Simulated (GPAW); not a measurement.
## How Zn absorbs and reflects light

Aim: the dielectric function of Zn, and the optical constants that follow from it. The cell comes from an older database entry, whose edges can differ from later determinations, mostly by under a per cent.

Main program and level: GPAW 26.7.0; DFT, PBE, plane-wave PAW (GPAW data sets), scalar-relativistic, RPA, optical limit.

The database entry behind the starting cell differs from later determinations by our own check (about 0.3 % long), so it need not match the best structure at ambient conditions.

## (1) The starting structure

It takes space group P6_3/mmc (No. 194, hexagonal). Conventional cell: a = 2.670 Å, b = 2.670 Å, c = 4.966 Å, α = 90.00°, β = 90.00°, γ = 120.00°. Nearest to Zn lie 12 Zn at 2.67 to 2.92 Å.

Structure file:

```cif
data_structure
_symmetry_space_group_name_H-M 'P 1'
_symmetry_Int_Tables_number 1
_cell_length_a 2.6700
_cell_length_b 2.6700
_cell_length_c 4.9660
_cell_angle_alpha 90.000
_cell_angle_beta 90.000
_cell_angle_gamma 120.000
_cell_volume 30.66
loop_
_atom_site_label
_atom_site_type_symbol
_atom_site_fract_x
_atom_site_fract_y
_atom_site_fract_z
_atom_site_occupancy
Zn1 Zn 0.66667 0.33333 0.75000 1
Zn2 Zn 0.33333 0.66667 0.25000 1
```

## (2) Bands for the response

At the fixed density, many empty bands are solved on the mesh of the response, since the spectrum sums over them.

This step: DFT, PBE, plane-wave PAW (GPAW data sets), scalar-relativistic, bands at fixed density (GPAW 26.7.0).

File nscf.py:

```python
from ase.dft.bandgap import bandgap
from gpaw import GPAW, FermiDirac

calc = GPAW('gs.gpw').fixed_density(kpts={'size': (21, 21, 9), 'gamma': True}, nbands=43, convergence={'bands': 37},
                                    occupations=FermiDirac(0.05), txt='nscf.txt')
print('gap (eV)', bandgap(calc, output=None)[0])
print('direct gap (eV)', bandgap(calc, direct=True, output=None)[0])
print('top band over the Fermi level (eV)', min(calc.get_eigenvalues(kpt=k)[36] for k in range(len(calc.get_ibz_k_points()))) - calc.get_fermi_level())
calc.write('full.gpw', mode='all')
```

Started as:

```console
> OMP_NUM_THREADS=1 python nscf.py
```

Numbers of over 12 decimals in the logs are rounded to 6 here.

What it wrote:

```text
Diagonalizing LCAO Hamiltonian
Converting LCAO to pw mode
convergence criteria:
- Maximum integral of absolute [eigenst]ate change: 4e-08 eV^2 / valence electron
maximum number of iterations: 150

SCF iterations
|iter     |      energy | eigst |  dens |
|iter:   1||             | +3.85 |       |
|iter:   2||             | +2.72 |       |
|iter:   3||             | +2.10 |       |
|iter:   4||             | +1.42 |       |
|iter:   5||             | +0.93 |       |
|iter:   6||             | +0.43 |       |
|iter:   7||             | -0.03 |       |
|iter:   8||             | -0.49 |       |
|iter:   9||             | -0.93 |       |
|iter:  10||             | -1.36 |       |
|iter:  11||             | -1.77 |       |
|iter:  12||             | -2.17 |       |
|iter:  13||             | -2.53 |       |
|iter:  14||             | -2.88 |       |
|iter:  15||             | -3.22 |       |
|iter:  16||             | -3.51 |       |
[...]
|iter:  20||             | -4.61 |       |
|iter:  21||             | -4.79 |       |
|iter:  22||             | -5.09 |       |
|iter:  23||             | -5.58 |       |
|iter:  24||             | -5.95 |       |
|iter:  25||             | -6.57 |       |
|iter:  26||             | -6.95 |       |
|iter:  27||             | -7.37 |       |
|iter:  28||             | -7.62c|       |
SCF steps: 28
  __  _  _
 | _ |_)|_||  |
 |__||  | ||/\| - 26.7.0

Versions:
  Python: 3.12.14
  ASE:    3.29.0
  Numpy:  2.5.5
  Scipy:  1.18.1
  Libxc:  7.0.0

Input parameters:
  mode=PW(ecut=500.0),
  convergence={'bands': 37},
  gpts=array([14, 14, 27]),
  kpts=MonkhorstPack(size=(21, 21, 9), gamma=True),
  maxiter=150,
  nbands=43,
  occupations=Occupations(name='fermi-dirac', width=0.05, fixmagmom=False),
  parallel={},
  xc=XC(name='PBE')

--- standard output ---
gap (eV) 0.0
direct gap (eV) 0.0
top band over the Fermi level (eV) 33.121425
```

Elapsed: 13 min, on 1 thread of AMD EPYC (Zen 3), shared host; peak memory 0.4 GiB.

## (3) Dielectric function, RPA

Transitions between filled and empty bands, summed over the zone, give the optical response, so mesh, band count and broadening shape it.

The induced potential is part of this response.

This step: DFT, PBE, plane-wave PAW (GPAW data sets), scalar-relativistic, RPA, optical limit (GPAW 26.7.0).

File df.py:

```python
from gpaw.response.df import DielectricFunction

df = DielectricFunction('full.gpw', frequencies={'type': 'nonlinear', 'domega0': 0.03, 'omega2': 8},
                        ecut=50,
                        eta=0.15,
                        nbands=37,
                        rate=0.05,
                        txt='df.txt')
for direction in ['x', 'z']:
    df.get_dielectric_function(xc='RPA', direction=direction, filename=f'df_{direction}.csv')
```

Started as:

```console
> OMP_NUM_THREADS=1 python df.py
```

What it wrote:

```text
Using integrator: PointIntegrator
NonLinearFrequencyDescriptor(from 0.000 to 60.499 eV, 489 points)
Nonperiodic BCs:  [False False False]
Using integrator: PointIntegrator
NonLinearFrequencyDescriptor(from 0.000 to 60.499 eV, 489 points)
Nonperiodic BCs:  [False False False]
Using integrator: PointIntegrator

Calculating chi0 body with:
    Ground state adapter containing:
    Number of spins: 1
    Number of kpoints: 3969
    Number of irreducible kpoints: 388
    Number of completely occupied states: 10
    Number of partially occupied states: 14

    Linear response parametrization:
    q_c: [0.0, 0.0, 0.0]
    Number of frequency points: 489
    Planewave cutoff: 50.0
    Number of bands: 37
    Number of planewaves: 23
    Broadening (eta): 0.15

Integrating chi0 body.

Symmetries of q_c:
    Direct symmetries (Uq -> q): 12
    Indirect symmetries (TUq -> q): 0
In total 12 allowed symmetries.

388 groups of equivalent kpoints. 90.224238% reduction.

Integral kind: spectral function

Calculating chi0 optical extensions with:
    Ground state adapter containing:
    Number of spins: 1
    Number of kpoints: 3969
    Number of irreducible kpoints: 388
    Number of completely occupied states: 10
    Number of partially occupied states: 14

    Linear response parametrization:
    Number of frequency points: 489
    Planewave cutoff: 50.0
    Number of bands: 37
    Number of planewaves: 23
    Broadening (eta): 0.15
Integrating chi0 head and wings.

Symmetries of q_c:
    Direct symmetries (Uq -> q): 12
    Indirect symmetries (TUq -> q): 0
In total 12 allowed symmetries.

388 groups of equivalent kpoints. 90.224238% reduction.

Integral kind: spectral function wings

Calculating drude chi0 with:
    Number of frequency points:489
    Plasma frequency decay rate: 0.05 eV

    Ground state adapter containing:
    Number of spins: 1
    Number of kpoints: 3969
    Number of irreducible kpoints: 388
    Number of completely occupied states: 10
    Number of partially occupied states: 14

Symmetries of q_c:
    Direct symmetries (Uq -> q): 12
    Indirect symmetries (TUq -> q): 0
In total 12 allowed symmetries.

388 groups of equivalent kpoints. 90.224238% reduction.

Integral kind: intraband
Plasma frequency:
[[ 9.3 -0.j  0.  -0.j  0.  +0.j]
 [ 0.  -0.j  9.3 -0.j  0.  +0.j]
 [ 0.  +0.j  0.  +0.j 13.08-0.j]]
```

It took 89 s on 1 thread; peak memory 0.22 GiB.

The Im ε has structure finer than the step of the table below, so its rows give means over 0.5 eV, whole bins alone (the curve runs from 0.305 to 14.0 eV). Peaks (eV: height): E ∥ x 1.42: 86.1; E ∥ z 1.21: 100.0.

Sum at mesh points, not converged in k. Im ε against photon energy; means over each step:

| photon energy (eV) | E ∥ x | E ∥ z |
| --- | --- | --- |
| 1.0 | 30.5 | 67.9 |
| 1.5 | 77.5 | 64.8 |
| 2.0 | 43.2 | 22.5 |
| 2.5 | 21.1 | 11.5 |
| 3.0 | 9.15 | 10.3 |
| 3.5 | 4.63 | 4.36 |
| 4.0 | 4.08 | 2.35 |
| 4.5 | 1.44 | 1.07 |
| 5.0 | 1.82 | 1.10 |
| 5.5 | 1.03 | 0.995 |
| 6.0 | 0.700 | 0.728 |
| 6.5 | 0.806 | 0.566 |
| 7.0 | 0.531 | 0.448 |
| 7.5 | 0.797 | 0.651 |
| 8.0 | 0.889 | 0.693 |
| 8.5 | 0.862 | 0.751 |
| 9.0 | 0.969 | 0.841 |
| 9.5 | 0.875 | 0.784 |
| 10.0 | 0.847 | 0.766 |
| 10.5 | 0.851 | 0.753 |
| 11.0 | 0.743 | 0.724 |
| 11.5 | 0.641 | 0.616 |
| 12.0 | 0.566 | 0.580 |
| 12.5 | 0.513 | 0.487 |
| 13.0 | 0.521 | 0.451 |
| 13.5 | 0.524 | 0.492 |

Values under 1 per cm are given as 1; sum at mesh points, not converged in k. The absorption coefficient by photon energy:

| photon energy (eV) | E ∥ x (1/cm) | E ∥ z (1/cm) |
| --- | --- | --- |
| 0.492 | 9.2e5 | 1.3e6 |
| 1.010 | 6.3e5 | 1.0e6 |
| 1.486 | 1.1e6 | 1.6e6 |
| 1.985 | 1.5e6 | 1.6e6 |
| 2.508 | 1.5e6 | 1.6e6 |
| 3.018 | 1.6e6 | 1.6e6 |
| 3.510 | 1.4e6 | 1.7e6 |
| 3.980 | 1.5e6 | 1.7e6 |
| 4.516 | 1.4e6 | 1.6e6 |
| 4.981 | 1.4e6 | 1.5e6 |
| 5.515 | 1.4e6 | 1.5e6 |
| 6.021 | 1.3e6 | 1.5e6 |
| 6.494 | 1.3e6 | 1.5e6 |
| 6.985 | 1.2e6 | 1.4e6 |
| 7.496 | 1.1e6 | 1.3e6 |
| 8.026 | 1.1e6 | 1.3e6 |
| 8.516 | 1.1e6 | 1.3e6 |
| 9.023 | 1.1e6 | 1.3e6 |
| 9.483 | 1.1e6 | 1.3e6 |
| 10.026 | 1.0e6 | 1.2e6 |
| 10.519 | 1.1e6 | 1.2e6 |
| 11.029 | 1.0e6 | 1.2e6 |
| 11.479 | 1.0e6 | 1.2e6 |
| 12.023 | 9.5e5 | 1.1e6 |
| 12.504 | 8.6e5 | 1.1e6 |
| 13.000 | 8.1e5 | 1.0e6 |
| 13.512 | 8.1e5 | 9.5e5 |

Sum at mesh points, not converged in k. The Im ε, E ∥ x by photon energy; read off at these points:

| photon energy (eV) | without local fields | with local fields |
| --- | --- | --- |
| 0.500 | 91.7 | 91.6 |
| 0.750 | 32.3 | 32.0 |
| 1.000 | 25.5 | 24.5 |
| 1.250 | 59.5 | 55.3 |
| 1.417 | 90.6 | 86.1 |
| 1.500 | 85.8 | 82.7 |
| 1.750 | 69.5 | 69.1 |
| 2.000 | 40.7 | 41.3 |
| 2.250 | 24.3 | 24.4 |
| 2.500 | 21.4 | 22.0 |
| 2.750 | 15.5 | 16.3 |
| 3.000 | 7.78 | 8.27 |
| 3.250 | 4.34 | 4.50 |
| 3.500 | 4.35 | 4.47 |
| 3.750 | 5.09 | 5.34 |
| 4.000 | 3.89 | 4.31 |
| 4.250 | 1.80 | 1.95 |
| 4.500 | 1.26 | 1.33 |
| 4.750 | 1.33 | 1.39 |
| 5.000 | 1.84 | 1.97 |
| 5.250 | 1.49 | 1.70 |
| 5.500 | 0.867 | 0.947 |
| 5.750 | 0.665 | 0.709 |
| 6.000 | 0.624 | 0.674 |
| 6.250 | 0.753 | 0.822 |
| 6.500 | 0.785 | 0.910 |
| 6.750 | 0.472 | 0.524 |
| 7.000 | 0.504 | 0.526 |
| 7.250 | 0.595 | 0.613 |
| 7.500 | 0.766 | 0.787 |
| 7.750 | 0.941 | 0.986 |
| 8.000 | 0.844 | 0.863 |
| 8.250 | 0.846 | 0.844 |
| 8.500 | 0.863 | 0.862 |
| 8.750 | 0.888 | 0.886 |
| 9.000 | 0.984 | 0.996 |
| 9.250 | 0.939 | 0.948 |
| 9.500 | 0.873 | 0.862 |
| 9.750 | 0.845 | 0.834 |
| 10.000 | 0.868 | 0.859 |
| 10.250 | 0.851 | 0.846 |
| 10.500 | 0.871 | 0.867 |
| 10.750 | 0.813 | 0.796 |
| 11.000 | 0.764 | 0.748 |
| 11.250 | 0.694 | 0.684 |
| 11.500 | 0.634 | 0.627 |
| 11.750 | 0.629 | 0.624 |
| 12.000 | 0.567 | 0.558 |
| 12.250 | 0.544 | 0.531 |
| 12.500 | 0.522 | 0.508 |
| 12.750 | 0.526 | 0.513 |
| 13.000 | 0.534 | 0.522 |
| 13.250 | 0.542 | 0.529 |
| 13.500 | 0.551 | 0.533 |
| 13.750 | 0.512 | 0.495 |

Sum at mesh points, not converged in k. The loss function −Im 1/ε at q → 0 by energy loss; read off at these points:

| energy loss (eV) | E ∥ x | E ∥ z |
| --- | --- | --- |
| 0.5 | 8.1e-4 | 3.5e-4 |
| 1.0 | 0.0127 | 0.00466 |
| 1.5 | 0.0114 | 0.00462 |
| 2.0 | 0.00958 | 0.00465 |
| 2.5 | 0.0146 | 0.00743 |
| 3.0 | 0.00980 | 0.0137 |
| 3.5 | 0.0161 | 0.00751 |
| 4.0 | 0.0193 | 0.00852 |
| 4.5 | 0.0136 | 0.00679 |
| 5.0 | 0.0371 | 0.0141 |
| 5.5 | 0.0242 | 0.0178 |
| 6.0 | 0.0326 | 0.0178 |
| 6.5 | 0.0616 | 0.0246 |
| 7.0 | 0.0685 | 0.0302 |
| 7.5 | 0.174 | 0.0717 |
| 8.0 | 0.214 | 0.0978 |
| 8.5 | 0.305 | 0.154 |
| 9.0 | 0.417 | 0.215 |
| 9.5 | 0.442 | 0.243 |
| 10.0 | 0.565 | 0.327 |
| 10.5 | 0.620 | 0.395 |
| 11.0 | 0.694 | 0.441 |
| 11.5 | 0.838 | 0.475 |
| 12.0 | 1.02 | 0.608 |
| 12.5 | 1.40 | 0.734 |
| 13.0 | 1.68 | 1.02 |
| 13.5 | 1.75 | 1.33 |

Sum at mesh points, not converged in k. Table of reflectivity at normal incidence by photon energy; read off at these points:

| photon energy (eV) | E ∥ x (%) | E ∥ z (%) |
| --- | --- | --- |
| 0.50 | 97.1 | 98.3 |
| 1.00 | 84.2 | 90.3 |
| 1.50 | 76.7 | 90.3 |
| 2.00 | 85.0 | 92.7 |
| 2.50 | 83.0 | 91.2 |
| 3.00 | 90.2 | 86.3 |
| 3.18 | 91.8 | 89.6 |
| 3.50 | 88.2 | 93.4 |
| 4.00 | 86.8 | 93.6 |
| 4.42 | 92.7 | 95.6 |
| 4.50 | 92.5 | 95.7 |
| 5.00 | 83.7 | 92.6 |
| 5.50 | 90.1 | 91.9 |
| 5.77 | 90.8 | 90.6 |
| 6.00 | 89.2 | 92.7 |
| 6.50 | 82.4 | 91.3 |
| 6.76 | 87.7 | 92.1 |
| 7.00 | 84.5 | 91.0 |
| 7.50 | 70.1 | 82.6 |
| 8.00 | 65.6 | 79.2 |
| 8.50 | 59.1 | 72.6 |
| 9.00 | 49.8 | 65.7 |
| 9.50 | 51.3 | 64.7 |
| 10.00 | 45.5 | 59.1 |
| 10.50 | 43.0 | 55.9 |
| 11.00 | 43.7 | 54.5 |
| 11.50 | 43.5 | 56.8 |
| 12.00 | 41.8 | 52.2 |
| 12.50 | 36.4 | 52.7 |
| 13.00 | 29.4 | 47.7 |
| 13.50 | 26.4 | 38.3 |

From ε follow the optical constants at some laser and lamp lines:

| wavelength (nm) | n x | k x | R (%) x | 1/α x | n z | k z | R (%) z | 1/α z |
| --- | --- | --- | --- | --- | --- | --- | --- | --- |
| 1064 | 4.36 | 4.318 | 63.3 | 20 nm | 4.80 | 10.021 | 85.7 | 8.4 nm |
| 800 | 5.44 | 7.363 | 77.3 | 8.6 nm | 2.68 | 10.023 | 90.6 | 6.4 nm |
| 450 | 1.41 | 5.729 | 85.4 | 6.3 nm | 0.90 | 5.566 | 89.6 | 6.4 nm |
| 365 | 0.52 | 4.225 | 89.6 | 6.9 nm | 0.48 | 4.960 | 92.8 | 5.9 nm |
| 308 | 0.52 | 3.808 | 87.6 | 6.4 nm | 0.28 | 4.070 | 93.8 | 6.0 nm |
| 248 | 0.37 | 2.673 | 83.7 | 7.4 nm | 0.20 | 3.016 | 92.6 | 6.5 nm |
| 193 | 0.25 | 1.948 | 81.6 | 7.9 nm | 0.13 | 2.241 | 91.5 | 6.9 nm |

In reflection the computed colour is near white: x = 0.314, y = 0.330, luminous reflectivity 88 %.

## (4) What came out

At this level (PBE, RPA) Zn is a metal. The mesh is too coarse to trust the carriers' weight, the reflectivity or the colour to better than tens of per cent. In reflection the computed colour is near white: x = 0.314, y = 0.330, luminous reflectivity 88 %. The carriers' damping of 0.05 eV is typed, not computed; it shapes the response at the lowest energies. In this version of GPAW the matrix elements of the optical limit are incomplete, which can lower ε − 1 by up to a tenth where first-row anions or d states rule, and shift it by more in d metals. GPAW's carrier term has the form −ωp²/(ω + i·rate)², which damps like twice the rate and fails at low energy, so the curves leave the lowest energies out. The sum runs over mesh points 0.14 Å⁻¹ apart with no interpolation, so peaks are partly noise of the mesh, and the Drude plasma energy, a sum over the Fermi surface, isn't converged.

[Machine, clock and banner lines and Python warnings are left out of the logs.]

[Logs are printed without paths, hosts, clocks, repeated set-up lines and the standing remarks that a program may print on its own settings, such as how far it seeks lower states.]

[Hosts, paths, dates, database ids (printed as entryN), source tags and the programs' standing remarks are cut or masked in the printed files.]
